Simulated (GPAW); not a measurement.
Consider P (R-3m).

```cif
data_structure
_symmetry_space_group_name_H-M 'P 1'
_symmetry_Int_Tables_number 1
_cell_length_a 3.7102
_cell_length_b 3.7102
_cell_length_c 3.7102
_cell_angle_alpha 55.437
_cell_angle_beta 55.437
_cell_angle_gamma 55.437
_cell_volume 32.29
loop_
_atom_site_label
_atom_site_type_symbol
_atom_site_fract_x
_atom_site_fract_y
_atom_site_fract_z
_atom_site_occupancy
P1 P 0.77292 0.77292 0.77292 1
P2 P 0.22708 0.22708 0.22708 1
```

Absorber: atom 1, with 3 P at 2.29 Å (pyramidal, site symmetry 3m). Method: GPAW, LDA, excited-electron core hole (neutral cell), 12-atom cell with 6.0 Å between holes, 4×4×4 k points, dipole transitions, Gaussian full width 0.9 eV up to 4 eV, rising linearly to 3.5 eV at 25 eV.

This is not the structure that P takes at ambient pressure and room temperature (space group No. 64); it is a model or a phase of other conditions.

Q: Where do the maxima of the P K edge fall?

Main maxima up to 24 eV above the zero (height): 0.6 eV (2.70), 4.3 eV (1.29), 12.7 eV (0.86) and 18.3 eV (0.88). A K edge sees empty p states on the absorber. The total-energy difference is 2147.88 eV. One term is added: -15.84 eV, since the hole is spin-paired here and a spin-polarised one costs that much less in the free atom (computed apart). The photon energy is then 2132.04 eV. The functional leaves an error in such absolute values: in the free atom LDA prices this hole 8.5 eV below PBE (computed apart), and PBE is itself good to a few eV.

The P K spectrum (energy from the lowest empty level; intensity scaled to a mean of 1 over the first 20 eV; polarised curves are means over the symmetry-equivalent atoms):

```
E (eV)  isotropic  ε ⊥ c  ε ∥ c
  -2.0       0.00   0.00   0.00
  -1.5       0.00   0.00   0.00
  -1.0       0.01   0.01   0.01
  -0.5       0.26   0.27   0.23
   0.0       1.46   1.58   1.24
   0.5       2.66   2.89   2.20
   1.0       2.43   2.55   2.20
   1.5       1.99   1.99   1.99
   2.0       1.65   1.75   1.45
   2.5       1.62   1.78   1.30
   3.0       1.32   1.39   1.19
   3.5       1.14   1.19   1.04
   4.0       1.25   1.33   1.10
   4.5       1.28   1.30   1.23
   5.0       1.20   1.14   1.32
   5.5       1.20   1.11   1.39
   6.0       1.15   1.07   1.32
   6.5       1.04   0.98   1.15
   7.0       0.86   0.84   0.90
   7.5       0.64   0.66   0.61
   8.0       0.50   0.54   0.43
   8.5       0.45   0.49   0.37
   9.0       0.47   0.51   0.39
   9.5       0.51   0.54   0.43
  10.0       0.55   0.58   0.49
  10.5       0.60   0.62   0.56
  11.0       0.67   0.68   0.66
  11.5       0.75   0.75   0.75
  12.0       0.82   0.82   0.82
  12.5       0.85   0.86   0.84
  13.0       0.85   0.87   0.82
  13.5       0.83   0.84   0.79
  14.0       0.78   0.80   0.76
  14.5       0.73   0.74   0.72
  15.0       0.69   0.70   0.69
  15.5       0.69   0.69   0.68
  16.0       0.71   0.72   0.69
  16.5       0.75   0.77   0.72
  17.0       0.81   0.83   0.75
  17.5       0.85   0.88   0.79
  18.0       0.88   0.91   0.82
  18.5       0.88   0.91   0.83
  19.0       0.86   0.90   0.80
  19.5       0.83   0.87   0.76
  20.0       0.79   0.84   0.70
  20.5       0.75   0.80   0.65
  21.0       0.72   0.76   0.62
  21.5       0.68   0.72   0.60
  22.0       0.65   0.68   0.59
  22.5       0.63   0.65   0.59
  23.0       0.61   0.62   0.59
  23.5       0.60   0.60   0.61
  24.0       0.60   0.59   0.63
  24.5       0.61   0.59   0.65
  25.0       0.62   0.59   0.67
  25.5       0.63   0.59   0.69
  26.0       0.63   0.59   0.70
  26.5       0.62   0.58   0.69
  27.0       0.61   0.57   0.68
```

The unit cell's mesh shows no gap over 0.35 eV. That is right for a metallic compound; for a small-gap or correlated insulator it would be the fault of the functional or of the assumed magnetic order, and the hole would be screened too well. The holes are only 6.0 Å apart, so the shape is probably not converged with cell size; no larger cell was run here. The mesh is coarse (0.29 Å⁻¹ between points), so small maxima may be mesh ripples. The structure is a computed Materials Project entry and may be a hypothetical form.

[Banner, clock and machine lines of the logs are left out without a mark of their own.]

[Logs are printed without paths, hosts, clocks, repeated set-up lines and the standing remarks that a program may print on its own settings, such as how far it seeks lower states.]

[Hosts, paths, dates, database ids (printed as entryN), source tags and the programs' standing remarks are cut or masked in the printed files.]

[Lists of maxima count a maximum above −3 eV only where it reaches 4 % of the highest in the window and stands out from its surroundings by 2 % of it (1.5 % where it reaches 55 %); shoulders and weaker maxima are passed over, and of the rest the first, up to two pre-edge ones and the few strongest are named.]
